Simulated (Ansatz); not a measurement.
**MgPbO2: relaxing a made-up structure**

This structure for MgPbO2 is made up. Its elements were placed in a known structure type with a cell scaled to their sizes. What cell does the guess relax to, and how far off was it?

Method: DFT, PBEsol, plane-wave PAW, files of the set soft_1, scalar-relativistic, no spin, cell and ions relaxed at zero pressure; PAW set soft_1, in the first sound run; inputs show where later runs differ, in Ansatz 0.2.0.

## (1) Starting point

It takes space group P3m1 (No. 156, trigonal). The conventional cell has a = 3.672 Å, b = 3.672 Å, c = 5.883 Å, α = 90.00°, β = 90.00°, γ = 120.00°. Nearest to Pb lie 4 O at 2.21 to 2.25 Å. Nearest to Mg lie 4 O at 2.23 to 2.24 Å. O has 1 Pb at 2.21 Å and 3 Mg at 2.23 Å nearest. O has 1 Mg at 2.24 Å and 3 Pb at 2.25 Å nearest. Farther neighbours and most contacts between anions are not listed.

## (2) Relaxing cell and atoms

The guessed cell has no reason to be at equilibrium. It is relaxed with the atoms, within the space group of the guess.

File input.yaml:

```yaml
crystal:
  lattice:
    - [3.672, 0.0, 0.0]
    - [-1.836, 3.180045283, 0.0]
    - [0.0, 0.0, 5.883]
  atoms:
    - { symbol: Pb, position: [0.0, 0.0, 0.0104] }
    - { symbol: Mg, position: [0.666666667, 0.333333333, 0.5011] }
    - { symbol: O, position: [0.0, 0.0, 0.3856] }
    - { symbol: O, position: [0.666666667, 0.333333333, 0.8812] }
kpoints:
  mp_grid: { grid: [8, 8, 5] }
scf:
  occupations: { method: fermi_dirac, width: 0.05 }
hamiltonian:
  xc: pbesol
  pseudopotentials: { kind: paw, azcp: { folder: soft_1 }, xc_functional: pbe }
relax:
  f_tol: 0.015
  max_steps: 70
  cell: {}
output:
  forces: true
  stress: true
```

Run with:

```sh
ansatz run input.yaml --threads 4 --pin off --max-ram 8192MiB --backend cpu --events-out ev --progress --plain --runs-dir out
```

Numbers of over 12 decimals in the logs are rounded to 6 here.

Output:

```text
Engine: ansatz 0.2.0, aarch64-unknown-linux-gnu
Pseudopotentials: kind: paw
Pseudopotential: Pb, paw, valence charge 14, recommended cutoff 420 eV (normal), soft_1/Pb.paw.azcp
Pseudopotential: Mg, paw, valence charge 10, recommended cutoff 420 eV (normal), soft_1/Mg.paw.azcp
Pseudopotential: O, paw, valence charge 6, recommended cutoff 420 eV (normal), soft_1/O.paw.azcp
Functional definition: PBEsol
  exchange = pbesol_x
  correlation = pbesol_c
Crystal: 4 atoms, lattice volume = 68.697 Å³
Basis set: ecut = 420 eV, 1339 PW (Γ), exchange–correlation on 50×50×80 points (8 copies of the dense FFT grid, shifted against one another)
Bands: 22, of which v1, the nominal top of the filled ones, is band 18 counted from 1 (17 counted from 0)
Symmetry: 6 space group operations
Space group: P3m1 (ITA 156), of the structure as read, at distance tolerance 4.1e-5 Å
k-points: 40 of 320 (time reversal used)
Non-local potential: Pb, projectors of the file, l = 0: 2, l = 1: 2, l = 2: 2, l = 3: 1
Non-local potential: Mg, projectors of the file, l = 0: 3, l = 1: 2, l = 2: 1
Non-local potential: O, projectors of the file, l = 0: 2, l = 1: 2, l = 2: 1
PAW form: soft (Blöchl's): semilocal exchange-correlation on the pseudo side does not see the compensation charge
PAW frozen core: Pb, regenerated for the run's functional, and the local potential with it (the file was generated under x = pbe(κ = 0.804, μ = 0.219515), c = pbe(β = 0.066725))
PAW frozen core: Mg, regenerated for the run's functional, and the local potential with it (the file was generated under x = pbe(κ = 0.804, μ = 0.219515), c = pbe(β = 0.066725))
PAW frozen core: O, regenerated for the run's functional, and the local potential with it (the file was generated under x = pbe(κ = 0.804, μ = 0.219515), c = pbe(β = 0.066725))
PAW one-centre angular grid: Pb, 590 points (default); XC on 64 Gauss nodes
PAW one-centre angular grid: Mg, 110 points (default); XC on 64 Gauss nodes
PAW one-centre angular grid: O, 110 points (default); XC on 64 Gauss nodes
Initial density: superposition of atomic densities (chi_scale 0.1, normalization cell, long waves kept (reshape's long-wave potential 0.19 eV rms))
Initial wavefunctions: pseudopotential atomic-orbital guess
Functional: x = pbesol(κ = 0.804, μ = 0.123457), c = pbesol(β = 0.046)
SCF iter   1: F=—  HF=-14791.931784 eV  |F-HF|=—  |Δ(HF+E_count)|=         —  Δρ=4.85e-2  dr2=1.71e0  ethr=3.10e-3  ⟨swp⟩=6.1  Hψ=4610  notcnv=0
preconditioner: auto → Resta (q_TF=auto, 2.450 Å⁻¹)  ε∞=3.7  [insulator: Δε(μ)=0.243 eV  Ē_g=14.538 eV  σ=0.050 eV  W_gap=0.80  n_scr=22 (ndim 8)  ℏωp=23.7 eV  f_vac=0.000  D(μ)=0.32/eV (n_scr^D=0)  ε∞_Penn≈3.7]
SCF iter   2: F=—  HF=-14791.607594 eV  |F-HF|=—  |Δ(HF+E_count)|=   3.24e-1  Δρ=2.57e-2  dr2=5.83e-1  ethr=3.10e-3  ⟨swp⟩=2.0  Hψ=1437  notcnv=0
SCF iter   3: F=—  HF=-14791.493073 eV  |F-HF|=—  |Δ(HF+E_count)|=   1.15e-1  Δρ=4.14e-3  dr2=1.84e-2  ethr=1.62e-3  ⟨swp⟩=3.3  Hψ=1413  notcnv=0
SCF iter   4: F=—  HF=-14791.492637 eV  |F-HF|=—  |Δ(HF+E_count)|=   4.35e-4  Δρ=1.28e-3  dr2=1.45e-3  ethr=5.10e-5  ⟨swp⟩=3.1  Hψ=1765  notcnv=0
SCF iter   5: F=—  HF=-14791.493537 eV  |F-HF|=—  |Δ(HF+E_count)|=   8.99e-4  Δρ=3.03e-4  dr2=7.54e-5  ethr=4.03e-6  ⟨swp⟩=2.0  Hψ=1158  notcnv=0
SCF iter   6: F=—  HF=-14791.493592 eV  |F-HF|=—  |Δ(HF+E_count)|=   5.58e-5  Δρ=1.11e-4  dr2=7.86e-6  ethr=2.10e-7  ⟨swp⟩=2.5  Hψ=1574  notcnv=0
SCF iter   7: F=—  HF=-14791.493596 eV  |F-HF|=—  |Δ(HF+E_count)|=   3.18e-6  Δρ=1.98e-5  dr2=3.84e-7  ethr=2.18e-8  ⟨swp⟩=3.0  Hψ=1468  notcnv=0
SCF iter   8: F=-14791.493596 eV  HF=-14791.493596 eV  |F-HF|=6.02e-9  |Δ(HF+E_count)|=   1.61e-7  Δρ=4.48e-6  dr2=1.98e-8  ethr=2.78e-10  ⟨swp⟩=5.0  Hψ=3378  notcnv=0
SCF 1 converged in 8 iterations: F = -14791.493596 eV  dr2 = 1.98e-8
  greatest PAW one-centre occupation: 1.000 electrons in one spin orbital (limit 2), on the Mg atom at site 1 (counted from 0), in its partial waves of l = 0
relax step   1: F+E_penalty+E_count = -14791.49359572 eV  Δ(F+E_penalty+E_count) = +0.000e0 eV  max|allowed force component| = 2.715e0 eV/Å  Δτ_max = 0.0000 Å  P = +1.814 GPa  Ω = 68.697 Å³  (8 SCF iters, dr2 threshold 1.00e-7 eV, accepted)
Crystal: 4 atoms, lattice volume = 69.682 Å³
Basis set: ecut = 420 eV, 1387 PW (Γ), exchange–correlation on 50×50×80 points (8 copies of the dense FFT grid, shifted against one another)
Initial density: handed on by an earlier stage of this run
Initial wavefunctions: those handed on with the density
iter 1 solved again at ethr=4.17e-4 eV; its pass at ethr=3.10e-3 eV (dr2=1.50e-1 eV) is discarded
SCF iter   1: F=—  HF=-14792.128228 eV  |F-HF|=—  |Δ(HF+E_count)|=         —  Δρ=1.43e-2  dr2=1.50e-1  ethr=4.17e-4  ⟨swp⟩=1.3  Hψ=5170  notcnv=0
preconditioner: auto → Resta (q_TF=auto, 2.444 Å⁻¹)  ε∞=3.7  [insulator: Δε(μ)=0.804 eV  Ē_g=14.262 eV  σ=0.050 eV  W_gap=1.00  n_scr=22 (ndim 8)  ℏωp=23.5 eV  f_vac=0.047  D(μ)=0.00/eV (n_scr^D=0)  ε∞_Penn≈3.7]
SCF iter   2: F=—  HF=-14792.102463 eV  |F-HF|=—  |Δ(HF+E_count)|=   2.58e-2  Δρ=7.63e-3  dr2=3.29e-2  ethr=4.17e-4  ⟨swp⟩=2.8  Hψ=1396  notcnv=0
SCF iter   3: F=—  HF=-14792.097823 eV  |F-HF|=—  |Δ(HF+E_count)|=   4.64e-3  Δρ=3.85e-3  dr2=1.30e-2  ethr=9.13e-5  ⟨swp⟩=2.0  Hψ=1454  notcnv=0
SCF iter   4: F=—  HF=-14792.095624 eV  |F-HF|=—  |Δ(HF+E_count)|=   2.20e-3  Δρ=8.60e-4  dr2=6.54e-4  ethr=3.61e-5  ⟨swp⟩=2.2  Hψ=1302  notcnv=0
SCF iter   5: F=—  HF=-14792.095552 eV  |F-HF|=—  |Δ(HF+E_count)|=   7.26e-5  Δρ=5.23e-4  dr2=1.76e-4  ethr=1.82e-6  ⟨swp⟩=2.0  Hψ=1362  notcnv=0
SCF iter   6: F=—  HF=-14792.095552 eV  |F-HF|=—  |Δ(HF+E_count)|=   3.44e-7  Δρ=1.67e-4  dr2=1.96e-5  ethr=4.90e-7  ⟨swp⟩=2.0  Hψ=1128  notcnv=0
SCF iter   7: F=—  HF=-14792.095554 eV  |F-HF|=—  |Δ(HF+E_count)|=   2.25e-6  Δρ=3.02e-5  dr2=9.19e-7  ethr=5.46e-8  ⟨swp⟩=2.0  Hψ=1188  notcnv=0
SCF iter   8: F=-14792.095555 eV  HF=-14792.095555 eV  |F-HF|=4.52e-8  |Δ(HF+E_count)|=   2.94e-7  Δρ=7.39e-6  dr2=5.33e-8  ethr=1.11e-9  ⟨swp⟩=5.0  Hψ=3286  notcnv=0
SCF 2 converged in 8 iterations: F = -14792.095555 eV  dr2 = 5.33e-8
relax step   2: F+E_penalty+E_count = -14792.09555476 eV  Δ(F+E_penalty+E_count) = -6.020e-1 eV  max|allowed force component| = 7.367e-1 eV/Å  Δτ_max = 0.1952 Å  P = -4.152 GPa  Ω = 69.682 Å³  energy of the carried Pulay correction = -1.453e-3 eV  (8 SCF iters, dr2 threshold 4.00e-7 eV, accepted)
Crystal: 4 atoms, lattice volume = 64.139 Å³
Basis set: ecut = 420 eV, 1275 PW (Γ), exchange–correlation on 50×50×80 points (8 copies of the dense FFT grid, shifted against one another)
iter 1 solved again at ethr=8.25e-4 eV; its pass at ethr=3.10e-3 eV (dr2=2.97e-1 eV) is discarded
SCF iter   1: F=—  HF=-14792.385134 eV  |F-HF|=—  |Δ(HF+E_count)|=         —  Δρ=1.68e-2  dr2=2.96e-1  ethr=8.25e-4  ⟨swp⟩=1.0  Hψ=5674  notcnv=0
preconditioner: auto → Resta (q_TF=auto, 2.478 Å⁻¹)  ε∞=3.8  [insulator: Δε(μ)=0.971 eV  Ē_g=14.639 eV  σ=0.050 eV  W_gap=1.00  n_scr=22 (ndim 8)  ℏωp=24.5 eV  f_vac=0.015  D(μ)=0.00/eV (n_scr^D=0)  ε∞_Penn≈3.8]
SCF iter   2: F=—  HF=-14792.322270 eV  |F-HF|=—  |Δ(HF+E_count)|=   6.29e-2  Δρ=9.25e-3  dr2=5.67e-2  ethr=8.24e-4  ⟨swp⟩=2.1  Hψ=1206  notcnv=0
SCF iter   3: F=—  HF=-14792.309793 eV  |F-HF|=—  |Δ(HF+E_count)|=   1.25e-2  Δρ=4.00e-3  dr2=2.13e-2  ethr=1.57e-4  ⟨swp⟩=2.0  Hψ=1519  notcnv=0
SCF iter   4: F=—  HF=-14792.304573 eV  |F-HF|=—  |Δ(HF+E_count)|=   5.22e-3  Δρ=1.78e-3  dr2=1.98e-3  ethr=5.90e-5  ⟨swp⟩=2.0  Hψ=1300  notcnv=0
SCF iter   5: F=—  HF=-14792.304254 eV  |F-HF|=—  |Δ(HF+E_count)|=   3.19e-4  Δρ=8.63e-4  dr2=6.19e-4  ethr=5.51e-6  ⟨swp⟩=2.0  Hψ=1508  notcnv=0
SCF iter   6: F=—  HF=-14792.304150 eV  |F-HF|=—  |Δ(HF+E_count)|=   1.04e-4  Δρ=2.24e-4  dr2=5.66e-5  ethr=1.72e-6  ⟨swp⟩=2.6  Hψ=1345  notcnv=0
SCF iter   7: F=—  HF=-14792.304255 eV  |F-HF|=—  |Δ(HF+E_count)|=   1.05e-4  Δρ=5.54e-5  dr2=2.10e-6  ethr=1.57e-7  ⟨swp⟩=2.9  Hψ=1570  notcnv=0
SCF iter   8: F=-14792.304256 eV  HF=-14792.304256 eV  |F-HF|=1.57e-7  |Δ(HF+E_count)|=   1.15e-6  Δρ=1.61e-5  dr2=1.93e-7  ethr=1.11e-9  ⟨swp⟩=5.0  Hψ=3611  notcnv=0
SCF 3 converged in 8 iterations: F = -14792.304256 eV  dr2 = 1.93e-7
relax step   3: F+E_penalty+E_count = -14792.30425618 eV  Δ(F+E_penalty+E_count) = -2.087e-1 eV  max|allowed force component| = 1.675e0 eV/Å  Δτ_max = 0.1821 Å  P = +0.228 GPa  Ω = 64.139 Å³  energy of the carried Pulay correction = +7.002e-3 eV  (8 SCF iters, dr2 threshold 4.00e-7 eV, accepted)
[... from here on, the SCF cycles and remarks between the steps are left out ...]
relax step   4: F+E_penalty+E_count = -14792.41511407 eV  Δ(F+E_penalty+E_count) = -1.109e-1 eV  max|allowed force component| = 4.663e-1 eV/Å  Δτ_max = 0.0667 Å  P = +0.255 GPa  Ω = 64.902 Å³  energy of the carried Pulay correction = +5.798e-3 eV  (8 SCF iters, dr2 threshold 4.00e-7 eV, accepted)
relax step   5: F+E_penalty+E_count = -14792.43900664 eV  Δ(F+E_penalty+E_count) = -2.389e-2 eV  max|allowed force component| = 9.995e-2 eV/Å  Δτ_max = 0.0357 Å  P = -0.699 GPa  Ω = 65.109 Å³  energy of the carried Pulay correction = +5.473e-3 eV  (8 SCF iters, dr2 threshold 4.00e-7 eV, accepted)
relax step   6: F+E_penalty+E_count = -14792.44312593 eV  Δ(F+E_penalty+E_count) = -4.119e-3 eV  max|allowed force component| = 3.887e-2 eV/Å  Δτ_max = 0.0114 Å  P = +0.055 GPa  Ω = 64.394 Å³  energy of the carried Pulay correction = +6.598e-3 eV  (6 SCF iters, dr2 threshold 4.00e-7 eV, accepted)
relax step   7: F+E_penalty+E_count = -14792.44342024 eV  Δ(F+E_penalty+E_count) = -2.943e-4 eV  max|allowed force component| = 2.107e-2 eV/Å  Δτ_max = 0.0047 Å  P = +0.050 GPa  Ω = 64.356 Å³  energy of the carried Pulay correction = +6.658e-3 eV  (6 SCF iters, dr2 threshold 9.44e-8 eV, accepted)
relax step   8: F+E_penalty+E_count = -14792.44354528 eV  Δ(F+E_penalty+E_count) = -1.250e-4 eV  max|allowed force component| = 1.524e-3 eV/Å  Δτ_max = 0.0048 Å  P = -0.004 GPa  Ω = 64.352 Å³  energy of the carried Pulay correction = +6.666e-3 eV  (6 SCF iters, dr2 threshold 2.78e-8 eV, accepted)
relax step   9: F+E_penalty+E_count = -14792.44637694 eV  Δ(F+E_penalty+E_count) = -2.832e-3 eV  max|allowed force component| = 1.993e-3 eV/Å  Δτ_max = 0.0000 Å  P = +0.018 GPa  Ω = 64.352 Å³  stress off target by 3.66e-1 GPa  SCF on the basis re-selected at this cell (its energy is not comparable with the rows above)  (8 SCF iters)
relax step  10: F+E_penalty+E_count = -14792.44674163 eV  Δ(F+E_penalty+E_count) = -3.647e-4 eV  max|allowed force component| = 3.174e-3 eV/Å  Δτ_max = 0.0014 Å  P = -0.025 GPa  Ω = 64.379 Å³  energy of the carried Pulay correction = -6.021e-5 eV  (6 SCF iters, dr2 threshold 3.35e-7 eV, accepted)
iter 1 solved again at ethr=6.14e-8 eV; its pass at ethr=3.10e-3 eV (dr2=2.21e-5 eV) is discarded
SCF iter   1: F=—  HF=-14792.446704 eV  |F-HF|=—  |Δ(HF+E_count)|=         —  Δρ=8.25e-5  dr2=1.45e-7  ethr=6.14e-8  ⟨swp⟩=3.4  Hψ=7303  notcnv=0
preconditioner: auto → Resta (q_TF=auto, 2.476 Å⁻¹)  ε∞=3.7  [insulator: Δε(μ)=0.858 eV  Ē_g=14.833 eV  σ=0.050 eV  W_gap=1.00  n_scr=22 (ndim 8)  ℏωp=24.5 eV  f_vac=0.029  D(μ)=0.00/eV (n_scr^D=0)  ε∞_Penn≈3.7]
SCF iter   2: F=—  HF=-14792.446769 eV  |F-HF|=—  |Δ(HF+E_count)|=   6.50e-5  Δρ=4.17e-5  dr2=4.28e-8  ethr=4.02e-10  ⟨swp⟩=2.0  Hψ=1601  notcnv=0
SCF iter   3: F=—  HF=-14792.446776 eV  |F-HF|=—  |Δ(HF+E_count)|=   6.52e-6  Δρ=7.04e-6  dr2=1.58e-8  ethr=1.19e-10  ⟨swp⟩=2.0  Hψ=1186  notcnv=0
SCF iter   4: F=—  HF=-14792.446776 eV  |F-HF|=—  |Δ(HF+E_count)|=   7.28e-8  Δρ=1.34e-6  dr2=9.79e-10  ethr=4.38e-11  ⟨swp⟩=2.0  Hψ=1164  notcnv=0
SCF iter   5: F=—  HF=-14792.446776 eV  |F-HF|=—  |Δ(HF+E_count)|=   1.90e-9  Δρ=7.67e-7  dr2=2.38e-10  ethr=2.72e-12  ⟨swp⟩=2.0  Hψ=1031  notcnv=0
SCF iter   6: F=-14792.446776 eV  HF=-14792.446776 eV  |F-HF|=7.28e-12  |Δ(HF+E_count)|=   1.60e-9  Δρ=1.02e-7  dr2=2.65e-12  ethr=1.00e-12  ⟨swp⟩=3.6  Hψ=3860  notcnv=0
SCF 11 converged in 6 iterations: F = -14792.446776 eV  dr2 = 2.65e-12
relax step  11: F+E_penalty+E_count = -14792.44677570 eV  Δ(F+E_penalty+E_count) = -3.407e-5 eV  max|allowed force component| = 3.202e-3 eV/Å  Δτ_max = 0.0000 Å  P = -0.023 GPa  Ω = 64.379 Å³  stress off target by 4.56e-2 GPa  SCF on the basis re-selected at this cell (its energy is not comparable with the rows above)  (6 SCF iters)
basis re-selected at this cell: Δ(F+E_penalty+E_count) = -3.407e-5 eV, ΔP = +0.002 GPa vs the last step (what re-selecting the basis moved, of the pressure what is left beyond the Pulay correction that the steps carried, after the strain that the cell walked since its last selection, with what the two solves' SCF thresholds leave and, on support functions, any second-order correction that the steps lacked; it is no m [...]
SCF converged after 6 iterations
Free energy (F): -14792.446776 eV
Harris-Foulkes:  -14792.446776 eV  (|F-HF|=7.28e-12)
Internal energy: -14792.446769 eV  (E = F + TS)
E sigma→0 (E₀):  -14792.446772 eV
Entropy (-TS):   -0.000007 eV (-0.002 meV/atom)
Fermi energy:    8.096733 eV
--- Per-component energies (eV) ---
  E_band       = -388.618988
  E_kinetic    = 700.615016
  E_local      = -3411.965038  (includes V_loc(G=0)·N_el)
  E_nonlocal   = 608.398084
  E_hartree    = 1232.790138
  E_xc         = -373.454306
  E_vxc        = -355.564587  (∫ρ·V_xc dr)
  E_paw        = -10844.474901  (= ΣΔE_a)
  E_vpaw       = -395.684160  (= ΣTr[D̂ρ^β])
  E_aug_tail   = 0.001415  (compensation charges beyond the density's cutoff)
  E_ewald      = -2704.548785
  E_core_change = 0.191608  (= ΣΔE_core)
  E_smearing   = -0.000007  (= −TS)
  E_closure    = 0.000000  (closes the sum)
  Σ components = -14792.446776   (vs F -14792.446776, Δ=0.00e0)
--- Forces (eV/Å), atoms counted from 1 ---
  atom   1  Pb     0.00000000     0.00000000    -0.00195537
  atom   2  Mg     0.00000000     0.00000000     0.00320122
  atom   3  O     -0.00000000    -0.00000000     0.00023907
  atom   4  O     -0.00000000    -0.00000000    -0.00148778
  max |Σ_I F_I| component: 2.87e-6 eV/Å
--- Stress (GPa, compression-positive) ---
       -0.045550      -0.000000      -0.000000
       -0.000000      -0.045550      -0.000000
        0.000000      -0.000000       0.023563
  P = ⅓ Tr σ = -0.0225 GPa (-0.225 kbar)
--- Relaxed structure (9 steps of the walk, 9 accepted, 2 SCFs on fresh bases) ---
  F+E_penalty+E_count = -14792.44677570 eV   max|allowed force component| = 3.202e-3 eV/Å   (the final SCF, on the basis selected at the relaxed cell)
  cell:  # Å, volume = 64.3786 Å³
    - [3.427779, 0, 2.4274418158123033e-18]
    - [-1.713890, 2.968544, -1.2137209079061486e-18]
    - [3.889063235768573e-18, 0, 6.326816]
  atoms:
    - { symbol: Pb, position: [-1.8623096816654758e-17, -1.8503717059853016e-17, 0.00939326] }
    - { symbol: Mg, position: [0.666667, 0.333333, 0.505649] }
    - { symbol: O, position: [-1.2432647222511179e-17, -1.8503717059853013e-17, 0.436798] }
    - { symbol: O, position: [0.666667, 0.333333, 0.826460] }
```

Elapsed: 13 s, on 4 threads of Arm Neoverse V2, shared host; peak memory 0.42 GiB; 48 s of CPU time.

Step by step:

| step | energy less that of the first step (eV) | largest force component (eV/Å) | pressure (GPa) | volume (Å³) |
| --- | --- | --- | --- | --- |
| 1 | 0.0000 | 2.7153 | 1.81 | 68.70 |
| 2 | -0.6020 | 0.7367 | -4.15 | 69.68 |
| 3 | -0.8107 | 1.6754 | 0.23 | 64.14 |
| 4 | -0.9215 | 0.4663 | 0.25 | 64.90 |
| 5 | -0.9454 | 0.1000 | -0.70 | 65.11 |
| 6 | -0.9495 | 0.0389 | 0.06 | 64.39 |
| 7 | -0.9498 | 0.0211 | 0.05 | 64.36 |
| 8 | -0.9499 | 0.0015 | 0.00 | 64.35 |
| 9* | -0.9528 | 0.0020 | 0.02 | 64.35 |
| 10 | -0.9531 | 0.0032 | -0.02 | 64.38 |
| 11* | -0.9532 | 0.0032 | -0.02 | 64.38 |

Relaxation steps marked * repeat the geometry before them on a plane-wave basis chosen anew for their cell, so energy and pressure can jump there.

Forces are held to the 6 operations that the run works with; a distortion that breaks them can't arise in this run.

| conventional cell, symmetrised | before | after | change |
| --- | --- | --- | --- |
| a (Å) | 3.672 | 3.428 | -6.7 % |
| b (Å) | 3.672 | 3.428 | -6.7 % |
| c (Å) | 5.883 | 6.327 | +7.5 % |
| volume (Å³/atom) | 17.17 | 16.09 | -6.3 % |

The atoms that moved most (Å, as changes of fractional coordinates times the final cell):

| atom | dx | dy | dz | length |
| --- | --- | --- | --- | --- |
| O4 | 0.000 | 0.000 | -0.346 | 0.346 |
| O3 | 0.000 | 0.000 | 0.324 | 0.324 |
| Mg2 | 0.000 | 0.000 | 0.029 | 0.029 |
| Pb1 | 0.000 | 0.000 | -0.006 | 0.006 |

Final coordinates:

```cif
data_structure
_symmetry_space_group_name_H-M 'P 1'
_symmetry_Int_Tables_number 1
_cell_length_a 3.4278
_cell_length_b 3.4278
_cell_length_c 6.3268
_cell_angle_alpha 90.000
_cell_angle_beta 90.000
_cell_angle_gamma 120.000
_cell_volume 64.38
loop_
_atom_site_label
_atom_site_type_symbol
_atom_site_fract_x
_atom_site_fract_y
_atom_site_fract_z
_atom_site_occupancy
Pb1 Pb 0.00000 0.00000 0.00939 1
Mg2 Mg 0.66667 0.33333 0.50565 1
O3 O 0.00000 0.00000 0.43680 1
O4 O 0.66667 0.33333 0.82646 1
```

Numbers from this step:

* free energy: -14792.4468 eV
* Fermi energy: 8.097 eV
* gap by band count: 0.8577 eV
* electrons: 36
* symmetry operations: 6
* pressure: -0.02251 GPa

Shortest distances by pair of elements, guess and relaxed (not always the same contact):

| pair | guess (Å) | relaxed (Å) |
| --- | --- | --- |
| Mg–O | 2.226 | 2.026 |
| O–Pb | 2.207 | 2.293 |
| O–O | 3.605 | 3.161 |
| Pb–Pb | 3.672 | 3.428 |
| Mg–Mg | 3.672 | 3.428 |

The relaxation ends with a largest force component of 0.0032 eV/Å and a pressure of -0.02 GPa.

(Continued in part 2 of 2.)

[Logs are printed without paths, hosts, clocks, repeated set-up lines and the standing remarks that a program may print on its own settings, such as how far it seeks lower states.]

[Hosts, paths, dates, database ids (printed as entryN), source tags and the programs' standing remarks are cut or masked in the printed files.]
